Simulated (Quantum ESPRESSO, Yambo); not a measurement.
An input for Quantum ESPRESSO 7.5 (PtS2 (1T monolayer)):

```
&control
  calculation = 'nscf'
  prefix = 'x'
  outdir = 'o'
  pseudo_dir = 'pseudo'
/
&system
  ibrav = 0
  nat = 3
  ntyp = 2
  ecutwfc = 76.0
  nbnd = 92
  force_symmorphic = .true.
/
&electrons
  conv_thr = 1e-9
  electron_maxstep = 80
  diago_full_acc = .true.
  diago_thr_init = 5e-6
/
ATOMIC_SPECIES
  Pt 195.08 Pt.upf
  S 32.06 S.upf
CELL_PARAMETERS angstrom
  3.5735367340 0.0000000000 0.0000000000
  -1.7867683670 3.0947735930 0.0000000000
  0.0000000000 0.0000000000 15.0000000000
ATOMIC_POSITIONS crystal
  Pt 0.0000000000 0.0000000000 0.5000000000
  S 0.3333333333 0.6666666667 0.5818567013
  S 0.6666666667 0.3333333333 0.4181432987
K_POINTS automatic
  6 6 1 0 0 0
```

```sh
OMP_NUM_THREADS=1 mpirun -n 4 pw.x -nk 4 -in pw.in > pw.out
```

Q: Estimate wall time and host memory on 4 MPI ranks of Arm Neoverse V1, shared host.

It took 25 s; on shared hardware allow 13 s to 51 s. Peak host memory was 0.71 GiB.

[Paths, hosts, dates, memory and timing lines, banners, echoed tables and standing remarks are left out of the program output.]

[Logs are printed without paths, hosts, clocks, repeated set-up lines and the standing remarks that a program may print on its own settings, such as how far it seeks lower states.]

[Runs of the session that timed out or met a known fault of the program may be left out.]

[Hosts, paths, dates, database ids (printed as entryN), source tags and the programs' standing remarks are cut or masked in the printed files.]
